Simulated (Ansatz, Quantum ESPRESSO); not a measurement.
# Predicting the next point of a tunnelling series: vacuum gaps between two Al(100) faces

How the rows were computed: Quantum ESPRESSO 7.5 (pw.x, pwcond.x), PBE, GBRV ultrasoft; geometry as built. T is the transmission per spin at the Fermi level, averaged over the mesh across the current, in a cell of 8.16 Å². The series steps the width of the vacuum gap.

| width (Å) | T |
| --- | --- |
| 5 | 0.0588 |
| 7 | 0.00207 |
| 8 | 0.000208 |

One more run was made and is withheld. What is T at 9 Å?

**Fit.** In the tunnelling regime ln T falls linearly. The last two rows give a slope of ln(0.00207/0.000208)/(8 − 7) = 2.298 per Å, so T(9) ≈ 0.000208 × exp(−2.298 × 1) = 2.09e−5.

What the calculation gave: T = 2.05e−5; the estimate is 1.02 times that. The slope over the last interval is 2.317: the same within 8 %. Points of the mesh with over 2.5 times the mean carry 81 % of this T, so the value leans on the mesh. A second code, Ansatz 0.2.0, gives 3.3e−5.

**Limits.** Short leads, unrelaxed atoms, a barrier without the image potential and an untested mesh. 1 more width failed or gave a T or channel count that the second code didn't bear out, and is not listed.
